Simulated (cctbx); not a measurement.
**Accept or mend?**

Cell a = 4.7810 Å, b = 4.7810 Å, c = 19.1590 Å, α = 90.00°, β = 90.00°, γ = 90.00°; space group I4/mmm (no. 139).

Simulated single-crystal data (cctbx): synchrotron X-rays, λ = 0.4959 Å, to d = 0.77 Å, 95 % of the full sphere, strongest reflection 70000 counts, noise from counting, a 6 % proportional error and a noise floor of 4 counts (s.d.); no absorption.

An anisotropic refinement with weights 1/σ² prints:

```text
Rint 0.046, 188 unique reflections to 0.77 A
cycle     R1     wR2    GooF  max shift (A)
   1  0.3017  0.6196  28.430   0.00808
   3  0.1838  0.3662  16.802   0.00013
final R1 0.1837 wR2 0.3662 GooF 16.802  parameters 13  data/parameter 14.5
atom        x        y        z      Ueq    occ   su(xyz)  su(Uiso or U11)
Ba1    0.00000  0.00000  0.15517  -0.0018  1.000  0.00018  0.0019  NPD
Cl1    0.50000  0.50000  0.00000  -0.0169  1.000  0.00000  0.0030  NPD
Ni1    0.00000  0.50000  0.25000   0.0427  1.000  0.00000  0.0052
Cl2    0.00000  0.00000  0.37986   0.0040  1.000  0.00078  0.0036
F1     0.50000  0.00000  0.00000  -0.0000  1.000  0.00000  0.0103  NPD
difference map: max 43.69 min -3.40 rms 2.74
Q1    0.0000  0.0000  0.1593    4   43.72  0.08 A from Ba1
Q2    0.0000  0.0000  0.5000    2   41.00  0.00 A from Cl1
Q3    0.0000  0.0000  0.3778    4    9.79  0.04 A from Cl2
Q4    0.0000  0.4082  0.5000    8    2.78  0.44 A from F1
Q5    0.0000  0.0000  0.4276    4    2.17  0.91 A from Cl2
Q6    0.1078  0.1078  0.4359   16    2.07  1.30 A from Cl2
```

**Question.** Can this result stand? If not, what is the likely fault?

Mend it. The fault: elements exchanged: Ni1 is Cl and Cl1 is Ni. Against the right model at the same level, R1 goes from 0.0098 to 0.1837 and GooF from 0.97 to 16.80, U of Cl1 shrinks from 0.0182 to -0.0169 Å², U of Ba1 shrinks from 0.0132 to -0.0018 Å², U of Cl2 shrinks from 0.0182 to 0.0040 Å², the top difference peak, 43.7 e/Å³, lies on Ba1 and Ba1, Cl1 and F1 go non-positive-definite. Ni1 has 11 electrons too many and its U swells to shed them, as expected; Cl1 has 11 electrons too few and its U shrinks to make up, as expected.

The compound is Ba2NiCl4F2. The right model at the same level gives:

```text
Rint 0.046, 188 unique reflections to 0.77 A
cycle     R1     wR2    GooF  max shift (A)
   1  0.0134  0.0357   1.638   0.00136
   2  0.0098  0.0211   0.968   0.00000
final R1 0.0098 wR2 0.0211 GooF 0.968  parameters 13  data/parameter 14.5
atom        x        y        z      Ueq    occ   su(xyz)  su(Uiso or U11)
Ba1    0.00000  0.00000  0.15532   0.0132  1.000  0.00001  0.0001
Ni1    0.50000  0.50000  0.00000   0.0182  1.000  0.00000  0.0002
Cl1    0.00000  0.50000  0.25000   0.0321  1.000  0.00000  0.0003
Cl2    0.00000  0.00000  0.37946   0.0182  1.000  0.00004  0.0002
F1     0.50000  0.00000  0.00000   0.0275  1.000  0.00000  0.0007
difference map: max 0.27 min -0.39 rms 0.09
Q1    0.0000  0.3572  0.3929   16    0.28  1.73 A from Cl2
Q2    0.0000  0.4047  0.1728   16    0.27  1.55 A from Cl1
Q3    0.1308  0.1308  0.4278   16    0.25  1.28 A from Cl2
Q4    0.0000  0.3542  0.0742   16    0.25  1.58 A from F1
Q5    0.1062  0.1062  0.2289   16    0.21  1.58 A from Ba1
Q6    0.1220  0.1220  0.1044   16    0.20  1.28 A from Ba1
```

Isotropic U is held between 0.0001 and 1 Å² by the program, and listed peak heights are interpolated, so they can pass the grid's maximum.

The model was made for the exercise: a known structure type with other elements put in, its volume estimated, not relaxed; displacement parameters are assumed.

[Middle refinement cycles are left out of these outputs.]

[Logs are printed without paths, hosts, clocks, repeated set-up lines and the standing remarks that a program may print on its own settings, such as how far it seeks lower states.]
